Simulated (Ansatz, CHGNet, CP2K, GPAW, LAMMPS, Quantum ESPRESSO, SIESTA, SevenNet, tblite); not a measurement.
# Running amorphous polyacrylonitrile (as short chains C14N4H18) at 400 K (108 atoms) with Quantum ESPRESSO

Aim: run amorphous polyacrylonitrile (as short chains C14N4H18) at 400 K (108 atoms) in Quantum ESPRESSO and see how near its forces come to a plane-wave reference, and at what cost.

Calculated with Quantum ESPRESSO 7.5; the method is named at each step.

## (1) The starting structure

The cell holds 108 atoms: 42 C, 12 N and 54 H. Its edges and angles: a = 10.456 Å, b = 10.456 Å, c = 10.456 Å, α = 90.0°, β = 90.0°, γ = 90.0°. 3 polyacrylonitrile chains of 4 units with methyl end groups placed at random, at 1.06 g/cm³; overlaps pushed apart, then 20 ps at 800 K with MMFF94 bonds, angles, torsions, charges and radii (Halgren, J. Comput. Chem. 17, 490 (1996)) in harmonic and 12-6 forms. Snapshot after 30 ps at 400 K and fixed volume.

The yardstick, on the same geometry:

- method: Kohn-Sham DFT, PBE, PAW, plane waves (Ansatz 0.2.0); cutoff 420 eV, Γ point, fermi-dirac smearing of 0.05 eV; PAW set soft_2
- r.m.s. force component: 0.9482 eV/Å
- longest force: 4.306 eV/Å
- pressure: 2.794 GPa
- gap (highest filled to lowest empty level): 5.922 eV
- SCF cycles: 10
- time: 4.8 s on 8 threads of Arm Neoverse V2, shared host
- CPU time: 34 s

## (2) PBE, sssp-1.3.0-efficiency, 60/480 Ry

Method: Kohn-Sham DFT, PBE, SSSP efficiency 1.3.0 pseudopotentials, plane waves.

pw.in reads:

```
&control
  calculation = 'scf'
  pseudo_dir = './pseudo'
  outdir = './tmp'
  disk_io = 'none'
  tprnfor = .true.
  tstress = .true.
/
&system
  ibrav = 0
  nat = 108
  ntyp = 3
  ecutwfc = 60
  ecutrho = 480
  nosym = .true.
  occupations = 'smearing'
  smearing = 'fd'
  degauss = 0.003675
/
&electrons
  conv_thr = 5.4e-07
  electron_maxstep = 100
  mixing_beta = 0.4
  mixing_mode = 'plain'
  diagonalization = 'david'
/
ATOMIC_SPECIES
C 12.011 C.upf
N 14.007 N.upf
H 1.008 H.upf
CELL_PARAMETERS angstrom
10.45608 0.00000 0.00000
0.00000 10.45608 0.00000
0.00000 0.00000 10.45608
ATOMIC_POSITIONS crystal
C 0.11225 0.51559 0.83684
C 0.21780 0.55469 0.92445
C 0.32797 0.46039 0.93164
C 0.28277 0.34061 0.97703
N 0.24898 0.24434 0.02336
C 0.40035 0.43115 0.80878
C 0.47513 0.53958 0.73738
C 0.53666 0.63106 0.82609
N 0.57249 0.70559 0.90185
C 0.57701 0.48824 0.65476
C 0.52088 0.40576 0.54784
C 0.61963 0.36806 0.45985
N 0.68992 0.33965 0.38089
C 0.41225 0.46885 0.46114
C 0.46276 0.58345 0.38142
C 0.36677 0.68559 0.40071
N 0.29622 0.76952 0.41782
C 0.48097 0.54761 0.23918
H 0.07166 0.42110 0.86243
H 0.02737 0.58077 0.82970
H 0.15584 0.51148 0.74157
H 0.25371 0.65312 0.89814
H 0.18456 0.56181 0.02276
H 0.40410 0.50141 0.98809
H 0.33448 0.40704 0.73655
H 0.45593 0.34300 0.82453
H 0.40894 0.59184 0.67807
H 0.63646 0.56617 0.62080
H 0.63408 0.42266 0.71388
H 0.47189 0.33029 0.59804
H 0.32822 0.48950 0.52334
H 0.37641 0.40460 0.38834
H 0.55001 0.61091 0.42443
H 0.39632 0.51076 0.19972
H 0.54483 0.46861 0.23461
H 0.51660 0.63337 0.18164
C 0.98546 0.31433 0.49329
C 0.05642 0.21552 0.41500
C 0.08476 0.26348 0.27623
C 0.13145 0.39192 0.29084
N 0.16131 0.49918 0.29185
C 0.97626 0.23795 0.17648
C 0.93358 0.09340 0.15179
C 0.03930 0.01535 0.10261
N 0.11181 0.94588 0.05473
C 0.82502 0.08435 0.05405
C 0.69629 0.13667 0.10693
C 0.66135 0.25896 0.06001
N 0.61336 0.34402 0.00751
C 0.60932 0.02602 0.11147
C 0.46912 0.04890 0.16125
C 0.46227 0.09525 0.29298
N 0.46326 0.14786 0.39180
C 0.40472 0.92075 0.15310
H 0.93013 0.37821 0.43056
H 0.04125 0.36980 0.55965
[... 48 atom lines left out ...]
H 0.07981 0.70058 0.49545
H 0.92868 0.63201 0.28302
H 0.84070 0.74971 0.33844
H 0.98455 0.77909 0.26886
K_POINTS gamma
```

The run is started by

```sh
OMP_NUM_THREADS=1 mpirun -np 2 pw.x -in pw.in > output.txt
```

The log of the run:

```text
Program PWSCF
     gamma-point specific algorithms are used
     Parallelization info
     sticks:   dense  smooth     PW     G-vecs:    dense   smooth      PW
     Min        7456    3719    938               685056   242211   30278
     Max        7457    3722    939               685057   242214   30279
     Sum       14913    7441   1877              1370113   484425   60557
     bravais-lattice index     =            0
     lattice parameter (alat)  =      19.7591  a.u.
     unit-cell volume          =    7714.4202 (a.u.)^3
     number of atoms/cell      =          108
     number of atomic types    =            3
     number of electrons       =       282.00
     number of Kohn-Sham states=          169
     kinetic-energy cutoff     =      60.0000  Ry
     charge density cutoff     =     480.0000  Ry
     scf convergence threshold =      5.4E-07
     mixing beta               =       0.4000
     number of iterations used =            8  plain     mixing
     Exchange-correlation= PBE
                           (   1   4   3   4   0   0   0)
     crystal axes: (cart. coord. in units of alat)
               a(1) = (   1.000000   0.000000   0.000000 )
               a(2) = (   0.000000   1.000000   0.000000 )
               a(3) = (   0.000000   0.000000   1.000000 )
     reciprocal axes: (cart. coord. in units 2 pi/alat)
               b(1) = (  1.000000  0.000000  0.000000 )
               b(2) = (  0.000000  1.000000  0.000000 )
               b(3) = (  0.000000  0.000000  1.000000 )
     PseudoPot. # 1 for C :
     Pseudo is Projector augmented-wave + core cor, Zval =  4.0
     PseudoPot. # 2 for N :
     Pseudo is Ultrasoft + core correction, Zval =  5.0
     PseudoPot. # 3 for H :
     Pseudo is Ultrasoft, Zval =  1.0
     atomic species   valence    mass     pseudopotential
     C                 4.00    12.01100     C ( 1.00)
     N                 5.00    14.00700     N ( 1.00)
     H                 1.00     1.00800     H ( 1.00)
     No symmetry found
   Cartesian axes
     number of k points=     1  Fermi-Dirac smearing, width (Ry)=  0.0037
                       cart. coord. in units 2pi/alat
        k(    1) = (   0.0000000   0.0000000   0.0000000), wk =   2.0000000
     Dense  grid:   685057 G-vectors     FFT dimensions: ( 144, 144, 144)
     Smooth grid:   242213 G-vectors     FFT dimensions: ( 100, 100, 100)
     Check: negative core charge=   -0.000002
     Initial potential from superposition of free atoms
     starting charge     281.9977, renormalised to     282.0000
     Starting wfcs are  270 randomized atomic wfcs
     Self-consistent Calculation
     iteration #  1     ecut=    60.00 Ry     beta= 0.40
     total energy              =   -1078.92538857 Ry
     estimated scf accuracy    <      11.31560772 Ry
     iteration #  2     ecut=    60.00 Ry     beta= 0.40
     total energy              =   -1079.35581156 Ry
     estimated scf accuracy    <       1.79361435 Ry
     iteration #  3     ecut=    60.00 Ry     beta= 0.40
     total energy              =   -1079.51456149 Ry
     estimated scf accuracy    <       0.51724909 Ry
     iteration #  4     ecut=    60.00 Ry     beta= 0.40
     total energy              =   -1079.55068952 Ry
     estimated scf accuracy    <       0.10662266 Ry
     iteration #  5     ecut=    60.00 Ry     beta= 0.40
     total energy              =   -1079.56164151 Ry
     estimated scf accuracy    <       0.00820017 Ry
     iteration #  6     ecut=    60.00 Ry     beta= 0.40
     total energy              =   -1079.56272062 Ry
     estimated scf accuracy    <       0.00184786 Ry
     iteration #  7     ecut=    60.00 Ry     beta= 0.40
     total energy              =   -1079.56299373 Ry
     estimated scf accuracy    <       0.00026254 Ry
     iteration #  8     ecut=    60.00 Ry     beta= 0.40
     total energy              =   -1079.56302806 Ry
     estimated scf accuracy    <       0.00003914 Ry
     iteration #  9     ecut=    60.00 Ry     beta= 0.40
     total energy              =   -1079.56303566 Ry
     estimated scf accuracy    <       0.00000761 Ry
     iteration # 10     ecut=    60.00 Ry     beta= 0.40
     total energy              =   -1079.56303581 Ry
     estimated scf accuracy    <       0.00000264 Ry
     iteration # 11     ecut=    60.00 Ry     beta= 0.40
     End of self-consistent calculation
          k = 0.0000 0.0000 0.0000 ( 30279 PWs)   bands (ev):
   -17.7932 -17.6607 -17.6109 -17.5260 -17.4962 -17.4295 -17.3919 -17.3664
   -17.3398 -17.2701 -17.2109 -17.1748 -16.4020 -16.3310 -16.3182 -15.8109
   -15.7021 -15.6425 -15.1405 -15.1287 -15.0682 -14.2719 -14.2235 -14.0325
   -13.1468 -13.0663 -12.7670 -11.9506 -11.9129 -11.6179 -11.5226 -11.3863
   -11.3562 -10.9383 -10.8189 -10.7813 -10.5621 -10.4676 -10.0670  -9.7059
    -9.6568  -9.6423  -8.6885  -8.5543  -8.3609  -8.0934  -7.8968  -7.8318
    -7.7333  -7.6342  -7.4256  -7.3927  -7.3744  -7.1518  -6.9503  -6.8913
    -6.6828  -6.6728  -6.5607  -6.4800  -6.1327  -6.0129  -5.9177  -5.8923
    -5.8709  -5.7644  -5.5723  -5.5081  -5.4160  -5.3889  -5.2601  -5.1860
    -5.1288  -5.0976  -4.8525  -4.7757  -4.7437  -4.6369  -4.5551  -4.5264
    -4.4889  -4.4409  -4.3610  -4.3303  -4.2695  -4.2035  -4.1648  -4.0852
    -4.0030  -3.9549  -3.9276  -3.9102  -3.8350  -3.8027  -3.7542  -3.7117
[...]
-2.5356  -2.4910  -2.4603  -2.4010  -2.3591  -2.3203  -2.2860  -2.2650
    -2.2292  -2.1771  -2.0927  -2.0629  -2.0350   3.8922   4.0714   4.1175
     4.1828   4.2448   4.3475   4.4187   4.4392   4.4893   4.5757   4.6422
     4.6913   4.7473   4.7690   4.8182   4.8638   4.9213   4.9976   5.0745
     5.0856   5.1261   5.1864   5.2546   5.3581   5.4708   5.5247   5.5911
     5.7350
     the Fermi energy is     0.1030 ev
!    total energy              =   -1079.56303632 Ry
     estimated scf accuracy    <       0.00000034 Ry
     smearing contrib. (-TS)   =       0.00000000 Ry
     internal energy E=F+TS    =   -1079.56303632 Ry
     The total energy is F=E-TS. E is the sum of the following terms:
     one-electron contribution =    -762.87875589 Ry
     hartree contribution      =     470.72263039 Ry
     xc contribution           =    -297.08010260 Ry
     ewald contribution        =    -231.26615939 Ry
     one-center paw contrib.   =    -259.06064883 Ry
     convergence has been achieved in  11 iterations
     Forces acting on atoms (cartesian axes, Ry/au):
     atom    1 type  1   force =    -0.03960891   -0.00212182   -0.02614217
     atom    2 type  1   force =     0.00056124    0.06104506    0.02018060
     atom    3 type  1   force =     0.02678839    0.03230887   -0.05388224
     atom    4 type  1   force =    -0.00971833   -0.06404385    0.06659574
     atom    5 type  2   force =     0.01003566    0.02884472   -0.02295289
     atom    6 type  1   force =     0.01850139    0.00818767   -0.03513422
     atom    7 type  1   force =     0.00426522    0.01464883    0.09713937
     atom    8 type  1   force =    -0.02090344    0.02614044    0.03473976
     atom    9 type  2   force =    -0.01436432   -0.02931351   -0.02591285
     atom   10 type  1   force =     0.02102064   -0.03378600   -0.02462773
     atom   11 type  1   force =    -0.03687130    0.04740785   -0.03853894
     atom   12 type  1   force =    -0.04486293   -0.01463975    0.05092108
[...]
atom  104 type  3   force =    -0.00028472   -0.00532338   -0.00842263
     atom  105 type  3   force =     0.07036691   -0.01617194   -0.02620259
     atom  106 type  3   force =     0.02202722   -0.00229136    0.03684877
     atom  107 type  3   force =    -0.08486424    0.04235497    0.00369792
     atom  108 type  3   force =     0.05891628    0.06896116   -0.03724350
     Total force =     0.668099     Total SCF correction =     0.000761
     Computing stress (Cartesian axis) and pressure
          total   stress  (Ry/bohr**3)                   (kbar)     P=       28.23
   0.00027418   0.00000666   0.00000487           40.33        0.98        0.72
   0.00000666   0.00017393   0.00002902            0.98       25.59        4.27
   0.00000487   0.00002902   0.00012763            0.72        4.27       18.77
     Message from routine punch:
     Nothing written, as per user request (disk_io='none')
```

Run time: 1.9 min. Hardware: 2 MPI ranks of Arm Neoverse V2, shared host; peak memory 2.4 GiB.

Banners, paths, timers and routine set-up lines are dropped from the logs unmarked, and long logs keep their key lines alone; longer cuts are marked.

Against the reference:

- r.m.s. force component: 0.9543 eV/Å
- r.m.s. difference of force components: 37.46 meV/Å
- longest difference of force vectors: 202.6 meV/Å
- force difference over r.m.s. force: 3.95 %
- slope of forces against the reference's: 1.006
- correlation of force components: 0.9992
- gap (highest filled to lowest empty level): 5.927 eV
- gap difference: 0.0052 eV
- pressure: 2.823 GPa
- pressure difference: 0.0291 GPa

Length of the force difference by element (eV/Å):

```
element  atoms   mean   most
      C     42  0.048   0.20
      H     54  0.013  0.018
      N     12   0.13   0.20
```

Levels nearest the highest filled one (eV from it): -0.46, -0.43, -0.37, -0.32, -0.29, -0.25, -0.23, -0.19, -0.14, -0.06, -0.03, 0.00, 5.93, 6.11, 6.15, 6.22, 6.28, 6.38, 6.45, 6.47, 6.52, 6.61, 6.68, 6.73.

Local excerpt of 9 atoms (numbers count through the whole input) about N81, one of the 12 N atoms; x, y, z are measured from there.

| atom | x | y | z | distance (Å) | bonds | Fx | Fy | Fz (eV/Å) |
| --- | --- | --- | --- | --- | --- | --- | --- | --- |
| N81 | 0.00 | 0.00 | 0.00 | 0.00 | 1 | 0.44 | -0.81 | 0.01 |
| C80 | 0.31 | -1.11 | -0.23 | 1.17 | 2 | -0.40 | 0.23 | -0.40 |
| H59 | -0.25 | -0.01 | -2.57 | 2.59 | 1 | -1.10 | -0.44 | -0.22 |
| C79 | 0.59 | -2.53 | -0.59 | 2.66 | 4 | 1.07 | 2.35 | 0.70 |
| H25 | 1.63 | 2.15 | 0.34 | 2.71 | 1 | -1.38 | -0.85 | -0.95 |
| H56 | -1.44 | 1.76 | -1.51 | 2.73 | 1 | 0.70 | 0.37 | 0.00 |
| H102 | -2.15 | -1.99 | -0.38 | 2.95 | 1 | 0.55 | -1.17 | -0.21 |
| H19 | -1.12 | 2.29 | 1.66 | 3.04 | 1 | 0.27 | 0.14 | -0.27 |
| H96 | 2.79 | -1.13 | -0.84 | 3.12 | 1 | -0.61 | 2.03 | -1.38 |

Forces lie 4.0 % from the reference's, at 6.8 times its CPU time (on 2 against 8 cores).

The difference per atom is largest on N (0.13 eV/Å on average, against 0.048 on C).

## (3) PBE, gbrv-1.5, 40/200 Ry

Method: Kohn-Sham DFT, PBE, GBRV 1.5 ultrasoft pseudopotentials, plane waves.

The pseudopotential files are exchanged too: ./pseudo now holds the set gbrv-pbe-1.5.

pw.in, as its differences from that of step 2:

```diff
@@ -12,4 +12,4 @@
   ntyp = 3
-  ecutwfc = 60
-  ecutrho = 480
+  ecutwfc = 40
+  ecutrho = 200
   nosym = .true.
```

The log of the run:

```text
[banner, memory and clock lines left out]
Program PWSCF
     gamma-point specific algorithms are used
     bravais-lattice index     =            0
     lattice parameter (alat)  =      19.7591  a.u.
     unit-cell volume          =    7714.4202 (a.u.)^3
     number of atoms/cell      =          108
     number of atomic types    =            3
     number of electrons       =       282.00
     number of Kohn-Sham states=          169
     kinetic-energy cutoff     =      40.0000  Ry
[... lines left out ...]
     scf convergence threshold =      5.4E-07
[... lines left out ...]
     number of k points=     1  Fermi-Dirac smearing, width (Ry)=  0.0037
[... lines left out ...]
     total energy              =    -786.06405870 Ry
[... lines left out ...]
     total energy              =    -786.67298289 Ry
[... lines left out ...]
     total energy              =    -786.77282684 Ry
[... lines left out ...]
     total energy              =    -786.83079679 Ry
[... lines left out ...]
     total energy              =    -786.83079872 Ry
[... lines left out ...]
          k = 0.0000 0.0000 0.0000 ( 16494 PWs)   bands (ev):
   -17.7964 -17.6672 -17.6171 -17.5304 -17.5011 -17.4343 -17.3981 -17.3737
   -17.3465 -17.2767 -17.2197 -17.1793 -16.3943 -16.3254 -16.3126 -15.8034
   -15.6936 -15.6341 -15.1313 -15.1206 -15.0594 -14.2638 -14.2126 -14.0219
[...]
4.6833   4.7390   4.7613   4.8100   4.8565   4.9136   4.9894   5.0680
     5.0767   5.1164   5.1779   5.2456   5.3490   5.4666   5.5168   5.5852
     5.7300
     the Fermi energy is     0.0984 ev
!    total energy              =    -786.83079880 Ry
     estimated scf accuracy    <       0.00000034 Ry
     smearing contrib. (-TS)   =       0.00000000 Ry
     internal energy E=F+TS    =    -786.83079880 Ry
     The total energy is F=E-TS. E is the sum of the following terms:
     one-electron contribution =    -771.73885843 Ry
     hartree contribution      =     470.31874047 Ry
     xc contribution           =    -254.14452015 Ry
     ewald contribution        =    -231.26616069 Ry
     convergence has been achieved in  11 iterations
     Forces acting on atoms (cartesian axes, Ry/au):
     atom    1 type  1   force =    -0.03661711   -0.00021505   -0.02230795
     atom    2 type  1   force =     0.00162082    0.05691177    0.01537801
     atom    3 type  1   force =     0.02149177    0.02825320   -0.05708781
[...]
atom  107 type  3   force =    -0.09344959    0.04450986    0.00382979
     atom  108 type  3   force =     0.06318774    0.07381368   -0.04346374
     Total force =     0.700305     Total SCF correction =     0.001081
     Computing stress (Cartesian axis) and pressure
          total   stress  (Ry/bohr**3)                   (kbar)     P=       33.08
   0.00030256   0.00000196   0.00000130           44.51        0.29        0.19
   0.00000196   0.00021247   0.00003034            0.29       31.25        4.46
   0.00000130   0.00003034   0.00015965            0.19        4.46       23.48
     Message from routine punch:
     Nothing written, as per user request (disk_io='none')
```

Run time: 46 s. Hardware: 2 MPI ranks; peak memory 0.78 GiB; 93 s of CPU time.

Compared with the plane-wave run:

| Quantity | Value |
| --- | --- |
| r.m.s. force component | 1 eV/Å |
| r.m.s. difference of force components | 159.8 meV/Å |
| longest difference of force vectors | 666.7 meV/Å |
| force difference over r.m.s. force | 16.86 % |
| slope of forces against the reference's | 1.042 |
| correlation of force components | 0.988 |
| gap (highest filled to lowest empty level) | 5.934 eV |
| gap difference | 0.0119 eV |
| pressure | 3.308 GPa |
| pressure difference | 0.5141 GPa |

Against the first run (4.0 %), the force difference from the reference is 17 %, at 0.40 times the CPU time.

## (4) Side by side

Differences are against the plane-wave reference, forces as r.m.s. over components; share is that over the reference's r.m.s. force, slope the least-squares factor from reference forces to these. Total energies of different programs have different zeros and aren't compared.

| run | Δ force, r.m.s. (meV/Å) | share (%) | slope | Δ pressure (GPa) | Δ gap (eV) | cores | CPU time | memory (GiB) |
| --- | --- | --- | --- | --- | --- | --- | --- | --- |
| reference | - | - | - | - | - | 8 | 34 s | 1.2 |
| QE PBE, sssp-1.3.0-efficiency, 60/480 Ry | 37.5 | 3.95 | 1.006 | 0.0291 | 0.0052 | 2 | 3.9 min | 2.4 |
| QE PBE, gbrv-1.5, 40/200 Ry | 160 | 16.9 | 1.042 | 0.514 | 0.0119 | 2 | 93 s | 0.78 |

CPU time is summed over cores on a shared host, where runs went side by side, so it is rough. Symmetry, cutoffs, thresholds, outputs and thread counts weren't matched or tuned between programs; memory under MPI is the largest rank's times the ranks.

## (5) Results

```
nearest in forces : QE PBE, sssp-1.3.0-efficiency, 60/480 Ry, 4.0 %
its CPU time      : 3.9 min
```

In words: PBE on plane waves or a grid with other potentials, cutoffs or grids differs from the reference by 4.0 % (QE PBE, sssp-1.3.0-efficiency, 60/480 Ry) to 17 % (QE PBE, gbrv-1.5, 40/200 Ry) of the r.m.s. force; this holds the reference's own error, so differences of a few per cent don't tell which side is nearer the exact PBE result (QE's 60 Ry are 816 eV, against the reference's 420 eV). QE PBE, gbrv-1.5, 40/200 Ry stands apart from the other plane-wave or grid runs, so its own grid or potentials are the likelier cause. None of the electronic-structure runs in the table takes under half the reference's CPU time of 34 s; they take 2.7 to 6.8 times as much. PBE gaps agree with the reference's 5.92 eV within 0.012 eV. The network of contacts between molecules at the start is that of the classical potential that made the cell, and needn't be the one that DFT or experiment would give. The reference's PBE has no dispersion term, which matters for the binding between molecules or layers. The density was typed from a rule of thumb and may lie off the real one at this temperature. The electronic-structure runs sample only Γ, in a cell whose shortest periodic width is 10 Å.

[Also dropped from logs without a mark: logging warnings of Python, and SIESTA's first energy breakdown and zero terms.]

[Logs are printed without paths, hosts, clocks, repeated set-up lines and the standing remarks that a program may print on its own settings, such as how far it seeks lower states.]

[Hosts, paths, dates, database ids (printed as entryN), source tags and the programs' standing remarks are cut or masked in the printed files.]

[The MMFF94 radii named for the starting cell were scaled by 0.96; in molecules described by MMFF94, hydrogen bound to N, O or S took a small fixed 12-6 site in their place.]
